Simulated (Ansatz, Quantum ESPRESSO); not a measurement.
# Evanescent states of MgS, rock salt type, lattice constant set to 4.997 Å, part 2 of 4

Aim: how fast states decay in the gap of MgS, rock salt type, lattice constant set to 4.997 Å.

Quantum ESPRESSO 7.5; plane-wave DFT, LDA, PseudoDojo norm-conserving pseudopotentials; cross-check by Ansatz 0.2.0 with PAW datasets.

So far. Step 2 (SCF with pw.x): The run needed 7 iterations to bring the estimated error under 1e-09 Ry.

The structure was built from a prototype and need not be the compound's stable phase.

### Step 3. Complex band structure

Level of this step: complex band structure by pwcond; plane-wave DFT, LDA, PseudoDojo norm-conserving pseudopotentials (Quantum ESPRESSO).

ikind = 0 solves one period of the crystal for all kz, real and complex, at each energy and k across. ewind and epsproj trim the two-dimensional plane-wave basis; nz1 sets the subslabs.

File cbs.in:

```
&inputcond
  outdir = './out'
  prefixl = 'scf'
  band_file = 'cbs'
  ikind = 0
  ewind = 4.0
  epsproj = 1e-05
  nz1 = 7
  energy0 = 7.44
  denergy = -0.24
/
4
  0.00000000 0.00000000 1.00000000
  0.50000000 0.00000000 1.00000000
  0.50000000 0.50000000 1.00000000
  0.25000000 0.00000000 1.00000000
40
```

Launch:

```
$ OMP_NUM_THREADS=1 mpirun -n 2 pwcond.x -in cbs.in > cbs.out
```

Output:

```text
[banner, memory and clock lines left out]
Program PWCOND v.7.5 starts

          URL

     ./out/scf.save/

     IMPORTANT: XC functional enforced from input :
     Exchange-correlation= PW
                           (   1   4   0   0   0   0   0)
     Any further DFT definition will be discarded
     Please, verify this is what you really want

     Reading collected, re-writing distributed wavefunctions

===== INPUT FILE containing the left lead =====

     GEOMETRY:

     lattice parameter (alat)  =       6.6772  a.u.
     the volume                =     421.0122 (a.u.)^3
     the cross section         =      44.5848 (a.u.)^2
     l of the unit cell        =       1.4142 (alat)
     number of atoms/cell      =            4
     number of atomic types    =            2

     crystal axes: (cart. coord. in units of alat)
               a(1) = (  1.0000  0.0000  0.0000 )
               a(2) = (  0.0000  1.0000  0.0000 )
               a(3) = (  0.0000  0.0000  1.4142 )

   Cartesian axes

     site n.     atom                  positions (alat units)
          1        Mg     tau(  1)=(  0.0000  0.0000  1.4142  )
          2        S      tau(  2)=(  0.5000  0.5000  1.4142  )
          3        Mg     tau(  3)=(  0.5000  0.5000  0.7071  )
          4        S      tau(  4)=(  0.0000  0.0000  0.7071  )

     nr1s                      =           40
     nr2s                      =           40
     nr3s                      =           54
     nr1sx                     =           40
     nr2sx                     =           40
     nr3sx                     =           54
     nr1                       =           40
     nr2                       =           40
     nr3                       =           54
     nr1x                      =           40
     nr2x                      =           40
     nr3x                      =           54

 _______________________________
  Radii of nonlocal spheres:

     type       ibeta     ang. mom.          radius (alat units)
       Mg         1         0                    0.1722
       Mg         2         0                    0.1722
       Mg         3         1                    0.2306
       Mg         4         1                    0.2321
       S          1         0                    0.2157
       S          2         0                    0.2217
       S          3         1                    0.2187
       S          4         1                    0.2217
       S          5         2                    0.2561
       S          6         2                    0.2591
----- General information -----

----- Complex band structure calculation -----

     nrx                       =           40
     nry                       =           40
     nz1                       =            7

     energy0               =         7.4E+00
     denergy               =        -2.4E-01
     nenergy               =         40
     ecut2d                =         7.6E+01
     ewind                 =         4.0E+00
     epsproj               =         1.0E-05

     number of k_|| points=    4
                       cryst. coord.
        k(    1) = (   0.0000000   0.0000000), wk =   0.2500000
        k(    2) = (   0.5000000   0.0000000), wk =   0.2500000
        k(    3) = (   0.5000000   0.5000000), wk =   0.2500000
        k(    4) = (   0.2500000   0.0000000), wk =   0.2500000
----- Information about left lead -----

     nocros                   =           26
     noins                    =           26
     norb                     =           78
     norbf                    =           78
     nrz                      =           54

      iorb      type   ibeta   ang. mom.   m       position (alat)
        1        1       1        0        1   taunew(   1)=(  0.0000  0.0000  0.0000)
        2        1       2        0        1   taunew(   2)=(  0.0000  0.0000  0.0000)
        3        1       3        1        1   taunew(   3)=(  0.0000  0.0000  0.0000)
        4        1       3        1        2   taunew(   4)=(  0.0000  0.0000  0.0000)
        5        1       3        1        3   taunew(   5)=(  0.0000  0.0000  0.0000)
        6        1       4        1        1   taunew(   6)=(  0.0000  0.0000  0.0000)
        7        1       4        1        2   taunew(   7)=(  0.0000  0.0000  0.0000)
        8        1       4        1        3   taunew(   8)=(  0.0000  0.0000  0.0000)
        9        2       1        0        1   taunew(   9)=(  0.5000  0.5000  0.0000)
       10        2       2        0        1   taunew(  10)=(  0.5000  0.5000  0.0000)
       11        2       3        1        1   taunew(  11)=(  0.5000  0.5000  0.0000)
       12        2       3        1        2   taunew(  12)=(  0.5000  0.5000  0.0000)
       13        2       3        1        3   taunew(  13)=(  0.5000  0.5000  0.0000)
       14        2       4        1        1   taunew(  14)=(  0.5000  0.5000  0.0000)
       15        2       4        1        2   taunew(  15)=(  0.5000  0.5000  0.0000)
       16        2       4        1        3   taunew(  16)=(  0.5000  0.5000  0.0000)
       17        2       5        2        1   taunew(  17)=(  0.5000  0.5000  0.0000)
       18        2       5        2        2   taunew(  18)=(  0.5000  0.5000  0.0000)
       19        2       5        2        3   taunew(  19)=(  0.5000  0.5000  0.0000)
       20        2       5        2        4   taunew(  20)=(  0.5000  0.5000  0.0000)
       21        2       5        2        5   taunew(  21)=(  0.5000  0.5000  0.0000)
       22        2       6        2        1   taunew(  22)=(  0.5000  0.5000  0.0000)
       23        2       6        2        2   taunew(  23)=(  0.5000  0.5000  0.0000)
       24        2       6        2        3   taunew(  24)=(  0.5000  0.5000  0.0000)
       25        2       6        2        4   taunew(  25)=(  0.5000  0.5000  0.0000)
       26        2       6        2        5   taunew(  26)=(  0.5000  0.5000  0.0000)
       27        1       1        0        1   taunew(  27)=(  0.5000  0.5000  0.7071)
       28        1       2        0        1   taunew(  28)=(  0.5000  0.5000  0.7071)
       29        1       3        1        1   taunew(  29)=(  0.5000  0.5000  0.7071)
       30        1       3        1        2   taunew(  30)=(  0.5000  0.5000  0.7071)
       31        1       3        1        3   taunew(  31)=(  0.5000  0.5000  0.7071)
       32        1       4        1        1   taunew(  32)=(  0.5000  0.5000  0.7071)
       33        1       4        1        2   taunew(  33)=(  0.5000  0.5000  0.7071)
       34        1       4        1        3   taunew(  34)=(  0.5000  0.5000  0.7071)
[...]
72        2       5        2        4   taunew(  72)=(  0.5000  0.5000  1.4142)
       73        2       5        2        5   taunew(  73)=(  0.5000  0.5000  1.4142)
       74        2       6        2        1   taunew(  74)=(  0.5000  0.5000  1.4142)
       75        2       6        2        2   taunew(  75)=(  0.5000  0.5000  1.4142)
       76        2       6        2        3   taunew(  76)=(  0.5000  0.5000  1.4142)
       77        2       6        2        4   taunew(  77)=(  0.5000  0.5000  1.4142)
       78        2       6        2        5   taunew(  78)=(  0.5000  0.5000  1.4142)
    k slab    z(k)  z(k+1)     crossing(iorb=1,norb)
    1   0.0000 0.0262 0.0262   111111111111111111111111110000000000000000000000000000000000000000000000000000
    2   0.0262 0.0524 0.0262   111111111111111111111111110000000000000000000000000000000000000000000000000000
    3   0.0524 0.0786 0.0262   111111111111111111111111110000000000000000000000000000000000000000000000000000
    4   0.0786 0.1048 0.0262   111111111111111111111111110000000000000000000000000000000000000000000000000000
    5   0.1048 0.1309 0.0262   111111111111111111111111110000000000000000000000000000000000000000000000000000
    6   0.1309 0.1571 0.0262   111111111111111111111111110000000000000000000000000000000000000000000000000000
    7   0.1571 0.1833 0.0262   111111111111111111111111110000000000000000000000000000000000000000000000000000
    8   0.1833 0.2095 0.0262   001111111111111111111111110000000000000000000000000000000000000000000000000000
    9   0.2095 0.2357 0.0262   001111111111111111111111110000000000000000000000000000000000000000000000000000
   10   0.2357 0.2619 0.0262   000000000000000011111111110000000000000000000000000000000000000000000000000000
   11   0.2619 0.2881 0.0262   000000000000000000000000000000000000000000000000000000000000000000000000000000
   12   0.2881 0.3143 0.0262   000000000000000000000000000000000000000000000000000000000000000000000000000000
   13   0.3143 0.3405 0.0262   000000000000000000000000000000000000000000000000000000000000000000000000000000
   14   0.3405 0.3666 0.0262   000000000000000000000000000000000000000000000000000000000000000000000000000000
   15   0.3666 0.3928 0.0262   000000000000000000000000000000000000000000000000000000000000000000000000000000
   16   0.3928 0.4190 0.0262   000000000000000000000000000000000000000000000000000000000000000000000000000000
   17   0.4190 0.4452 0.0262   000000000000000000000000000000000000000000000000000000000000000000000000000000
   18   0.4452 0.4714 0.0262   000000000000000000000000000000000000000000111111111100000000000000000000000000
   19   0.4714 0.4976 0.0262   000000000000000000000000000011111111111111111111111100000000000000000000000000
   20   0.4976 0.5238 0.0262   000000000000000000000000000011111111111111111111111100000000000000000000000000
   21   0.5238 0.5500 0.0262   000000000000000000000000001111111111111111111111111100000000000000000000000000
   22   0.5500 0.5762 0.0262   000000000000000000000000001111111111111111111111111100000000000000000000000000
   23   0.5762 0.6024 0.0262   000000000000000000000000001111111111111111111111111100000000000000000000000000
   24   0.6024 0.6285 0.0262   000000000000000000000000001111111111111111111111111100000000000000000000000000
   25   0.6285 0.6547 0.0262   000000000000000000000000001111111111111111111111111100000000000000000000000000
   26   0.6547 0.6809 0.0262   000000000000000000000000001111111111111111111111111100000000000000000000000000
   27   0.6809 0.7071 0.0262   000000000000000000000000001111111111111111111111111100000000000000000000000000
   28   0.7071 0.7333 0.0262   000000000000000000000000001111111111111111111111111100000000000000000000000000
   29   0.7333 0.7595 0.0262   000000000000000000000000001111111111111111111111111100000000000000000000000000
   30   0.7595 0.7857 0.0262   000000000000000000000000001111111111111111111111111100000000000000000000000000
   31   0.7857 0.8119 0.0262   000000000000000000000000001111111111111111111111111100000000000000000000000000
   32   0.8119 0.8381 0.0262   000000000000000000000000001111111111111111111111111100000000000000000000000000
   33   0.8381 0.8642 0.0262   000000000000000000000000001111111111111111111111111100000000000000000000000000
   34   0.8642 0.8904 0.0262   000000000000000000000000001111111111111111111111111100000000000000000000000000
   35   0.8904 0.9166 0.0262   000000000000000000000000000011111111111111111111111100000000000000000000000000
   36   0.9166 0.9428 0.0262   000000000000000000000000000011111111111111111111111100000000000000000000000000
   37   0.9428 0.9690 0.0262   000000000000000000000000000000000000000000111111111100000000000000000000000000
   38   0.9690 0.9952 0.0262   000000000000000000000000000000000000000000000000000000000000000000000000000000
   39   0.9952 1.0214 0.0262   000000000000000000000000000000000000000000000000000000000000000000000000000000
   40   1.0214 1.0476 0.0262   000000000000000000000000000000000000000000000000000000000000000000000000000000
   41   1.0476 1.0738 0.0262   000000000000000000000000000000000000000000000000000000000000000000000000000000
   42   1.0738 1.0999 0.0262   000000000000000000000000000000000000000000000000000000000000000000000000000000
   43   1.0999 1.1261 0.0262   000000000000000000000000000000000000000000000000000000000000000000000000000000
   44   1.1261 1.1523 0.0262   000000000000000000000000000000000000000000000000000000000000000000000000000000
   45   1.1523 1.1785 0.0262   000000000000000000000000000000000000000000000000000000000000000000001111111111
   46   1.1785 1.2047 0.0262   000000000000000000000000000000000000000000000000000000111111111111111111111111
   47   1.2047 1.2309 0.0262   000000000000000000000000000000000000000000000000000000111111111111111111111111
   48   1.2309 1.2571 0.0262   000000000000000000000000000000000000000000000000000011111111111111111111111111
   49   1.2571 1.2833 0.0262   000000000000000000000000000000000000000000000000000011111111111111111111111111
   50   1.2833 1.3095 0.0262   000000000000000000000000000000000000000000000000000011111111111111111111111111
   51   1.3095 1.3356 0.0262   000000000000000000000000000000000000000000000000000011111111111111111111111111
   52   1.3356 1.3618 0.0262   000000000000000000000000000000000000000000000000000011111111111111111111111111
   53   1.3618 1.3880 0.0262   000000000000000000000000000000000000000000000000000011111111111111111111111111
   54   1.3880 1.4142 0.0262   000000000000000000000000000000000000000000000000000011111111111111111111111111
 ngper, shell number =          277          39
 ngper, n2d =          277          81
---  E-Ef =    7.4400000  k =    0.0000000   0.0000000
---  ie =          1  ik =          1
 Nchannels of the left tip =            1
 Right moving states:
   k1(2pi/a)   k2(2pi/a)   E-Ef (eV)
  -0.1170684  -0.0000000   7.4400000
 Left moving states:
   k1(2pi/a)   k2(2pi/a)   E-Ef (eV)
   0.1170684   0.0000000   7.4400000

---  E-Ef =    7.2000000  k =    0.0000000   0.0000000
---  ie =          2  ik =          1
 Nchannels of the left tip =            1
 Right moving states:
   k1(2pi/a)   k2(2pi/a)   E-Ef (eV)
  -0.1645137  -0.0000000   7.2000000
 Left moving states:
   k1(2pi/a)   k2(2pi/a)   E-Ef (eV)
   0.1645137   0.0000000   7.2000000
[... further energies and points left out ...]
---  E-Ef =   -1.6800000  k =    0.2500000   0.0000000
---  ie =         39  ik =          4
 Nchannels of the left tip =            1
 Right moving states:
   k1(2pi/a)   k2(2pi/a)   E-Ef (eV)
   0.4034932   0.0000000  -1.6800000
 Left moving states:
   k1(2pi/a)   k2(2pi/a)   E-Ef (eV)
  -0.4034932  -0.0000000  -1.6800000

---  E-Ef =   -1.9200000  k =    0.2500000   0.0000000
---  ie =         40  ik =          4
 Nchannels of the left tip =            1
 Right moving states:
   k1(2pi/a)   k2(2pi/a)   E-Ef (eV)
   0.3646430   0.0000000  -1.9200000
 Left moving states:
   k1(2pi/a)   k2(2pi/a)   E-Ef (eV)
  -0.3646430   0.0000000  -1.9200000

Note: The following floating-point exceptions are signalling: IEEE_UNDERFLOW_FLAG IEEE_DENORMAL
Note: The following floating-point exceptions are signalling: IEEE_UNDERFLOW_FLAG IEEE_DENORMAL
```

Run time: 46 s. Hardware: 2 MPI ranks of AMD EPYC 9R45 (Zen 5), shared host; peak memory 0.13 GiB; 92 s of CPU time.

This step gave:

| Quantity | Value |
| --- | --- |
| peak of the smallest κ at the zone centre | 0.267 Å⁻¹ |
| energy of the peak at the zone centre | 2.16 eV |
| peak of the smallest κ at (1/2, 0) | 0.331 Å⁻¹ |
| peak of the smallest κ at (1/4, 0) | 0.359 Å⁻¹ |

K across = (0, 0) in the cell's reciprocal vectors; values within 0.0025 1/Å of each other count once, columns are sorted by size at each energy, a dash where no further value was kept. Table of Im kz of the slowest decaying states by energy, zero at the highest filled level of the SCF mesh:

```tsv
energy (eV)	decay 1 (Å⁻¹)	decay 2 (Å⁻¹)	decay 3 (Å⁻¹)
-1.92	0.769	1.26	1.85
-1.68	0.751	1.24	1.84
-1.20	0.713	1.18	1.82
-0.96	0.693	1.16	1.80
-0.72	0.673	1.13	1.79
-0.24	0.629	1.07	1.76
0.00	0.003	0.605	1.04
0.24	0.125	0.218	0.581
0.72	0.201	0.351	0.527
0.96	0.224	0.392	0.498
1.20	0.24	0.423	0.466
1.68	0.261	0.393	0.467
1.92	0.266	0.35	0.483
2.16	0.267	0.301	0.495
2.64	0.154	0.262	0.51
2.88	0.255	0.514	0.529
3.36	0.23	0.38	0.517
3.60	0.212	0.275	0.515
3.84	0.083	0.187	0.511
4.32	0.104	0.499	1.35
4.56	0.491	1.32	1.49
4.80	0.48	1.30	1.48
5.28	0.454	1.24	1.45
5.52	0.438	1.22	1.44
5.76	0.42	1.19	1.42
6.24	0.067	0.376	1.13
6.48	0.096	0.349	1.10
6.72	0.11	0.318	1.06
7.20	0.114	0.237	0.995
7.44	0.106	0.177	0.958
```

K across = (0, 0) in the cell's reciprocal vectors. Re kz of states that move upwards against energy, zero at the highest filled level of the SCF mesh:

```tsv
energy (eV)	channel 1 (Å⁻¹)	channel 2 (Å⁻¹)	channel 3 (Å⁻¹)
-1.92	-0.462	0.174	0.174
-1.68	-0.420	0.375	0.375
-1.20	-0.335	0.615	0.615
-0.96	-0.544	-0.544	-0.291
-0.72	-0.448	-0.448	-0.245
-0.24	-0.238	-0.238	-0.133
0.00	-0.0210	-0.0210	-
0.24	-	-	-
0.72	-	-	-
0.96	-	-	-
1.20	-	-	-
1.68	-	-	-
1.92	-	-	-
2.16	-	-	-
2.64	-	-	-
2.88	0.101	-	-
3.36	0.283	-	-
3.60	0.341	-	-
3.84	0.392	-	-
4.32	0.364	0.479	-
4.56	0.0603	0.450	0.519
4.80	0.141	0.524	0.558
5.28	-0.624	-0.610	0.243
5.52	-0.586	-0.554	0.287
5.76	-0.544	-0.502	0.334
6.24	-0.404	-	-
6.48	-0.356	-	-
6.72	-0.308	-	-
7.20	-0.207	-	-
7.44	-0.147	-	-
```

K across = (1/2, 0) in the cell's reciprocal vectors; values within 0.0025 1/Å of each other count once, columns are sorted by size at each energy, a dash where no further value was kept. Table of Im kz of the slowest decaying states by energy, zero at the highest filled level of the SCF mesh:

```tsv
energy (eV)	decay 1 (Å⁻¹)	decay 2 (Å⁻¹)	decay 3 (Å⁻¹)
-1.92	1.01	1.29	-
-1.44	0.861	1.25	2.18
-0.96	0.569	0.572	1.20
-0.48	0.147	0.602	1.15
-0.24	0.198	0.702	1.13
0.00	0.234	0.755	0.758
0.24	0.261	0.787	0.79
0.72	0.299	0.819	1.03
1.20	0.321	0.827	0.978
1.68	0.331	0.821	0.924
2.16	0.33	0.805	0.869
2.64	0.317	0.781	0.784
2.88	0.307	0.766	0.769
3.36	0.276	0.716	0.732
3.84	0.225	0.646	0.692
4.32	0.134	0.566	0.645
4.80	0.471	0.589	0.593
5.28	0.34	0.523	0.527
5.76	0.113	0.443	0.448
6.00	0.142	0.394	0.4
6.48	0.068	0.265	0.274
6.96	0.121	1.54	2.30
7.44	0.235	1.50	2.29
```

K across = (1/2, 1/2) in the cell's reciprocal vectors; values within 0.0025 1/Å of each other count once, columns are sorted by size at each energy, a dash where no further value was kept. Im kz of the slowest decaying states against energy, zero at the highest filled level of the SCF mesh:

```tsv
energy (eV)	decay 1 (Å⁻¹)	decay 2 (Å⁻¹)	decay 3 (Å⁻¹)
-1.92	0.088	0.105	2.09
-1.44	0.229	0.256	2.06
-0.96	0.29	0.31	2.04
-0.48	0.324	0.334	2.02
-0.24	0.335	0.339	2.00
0.00	0.341	1.99	2.23
0.24	0.339	0.347	1.98
0.72	0.327	0.349	1.95
1.20	0.303	0.342	1.93
1.68	0.266	0.326	1.9
2.16	0.21	0.301	1.87
2.64	0.111	0.265	1.85
2.88	0.241	1.83	2.04
3.36	0.178	1.80	2.01
3.84	0.04	1.78	1.98
4.32	1.75	1.95	2.29
4.80	1.72	1.91	2.27
5.28	1.69	1.88	2.24
5.76	0.078	1.66	1.84
6.00	0.107	1.65	1.82
6.48	0.135	1.61	1.79
6.96	0.141	1.58	1.75
7.44	0.13	1.55	1.71
```

K across = (1/4, 0) in the cell's reciprocal vectors; values within 0.0025 1/Å of each other count once, columns are sorted by size at each energy, a dash where no further value was kept. Table of Im kz of the slowest decaying states by energy, zero at the highest filled level of the SCF mesh:

```tsv
energy (eV)	decay 1 (Å⁻¹)	decay 2 (Å⁻¹)	decay 3 (Å⁻¹)
-1.92	0.101	0.387	1.03
-1.68	0.128	0.165	1.01
-1.44	0.134	0.985	1.56
-1.20	0.12	0.96	1.54
-0.96	0.07	0.934	1.51
-0.72	0.908	1.48	1.54
-0.48	0.882	1.46	1.52
-0.24	0.132	0.855	1.43
0.00	0.198	0.219	0.828
0.24	0.242	0.344	0.801
0.72	0.298	0.484	0.744
0.96	0.317	0.532	0.714
1.20	0.332	0.572	0.684
1.44	0.343	0.606	0.652
1.68	0.351	0.619	0.637
1.92	0.357	0.584	0.665
2.16	0.359	0.547	0.693
2.40	0.359	0.507	0.721
2.64	0.357	0.464	0.755
2.88	0.352	0.417	0.814
3.12	0.345	0.363	0.843
3.36	0.298	0.335	0.828
3.60	0.213	0.322	0.811
3.84	0.038	0.306	0.793
4.08	0.286	0.774	0.97
4.32	0.26	0.753	0.931
4.56	0.227	0.731	0.889
4.80	0.183	0.707	0.845
5.28	0.655	0.748	0.967
5.52	0.097	0.626	0.693
5.76	0.13	0.594	0.632
6.00	0.139	0.561	0.878
6.24	0.063	0.132	0.475
6.48	0.078	0.103	0.358
6.72	0.073	0.079	0.438
6.96	0.046	0.162	0.387
7.20	0.218	0.326	0.704
7.44	0.233	0.248	0.662
```

The program's own clock; routines nest. Time by routine:

```tsv
routine	wall time (s)	calls
PWCOND	45.66	1
scatter_forw	33.08	160
compbs	11.09	160
compbs_2	10.5	160
local	1.05	4
init	0.42	1
poten	0.11	1
```

(Continued in part 3 of 4.)

[Logs are printed without paths, hosts, clocks, repeated set-up lines and the standing remarks that a program may print on its own settings, such as how far it seeks lower states.]

[Hosts, paths, dates, database ids (printed as entryN), source tags and the programs' standing remarks are cut or masked in the printed files.]

[Maps of the electrostatic potential energy from Ansatz leave out the sawtooth potential of an applied field or a dipole correction, so their vacuum need not be flat; planar profiles and work functions include it.]
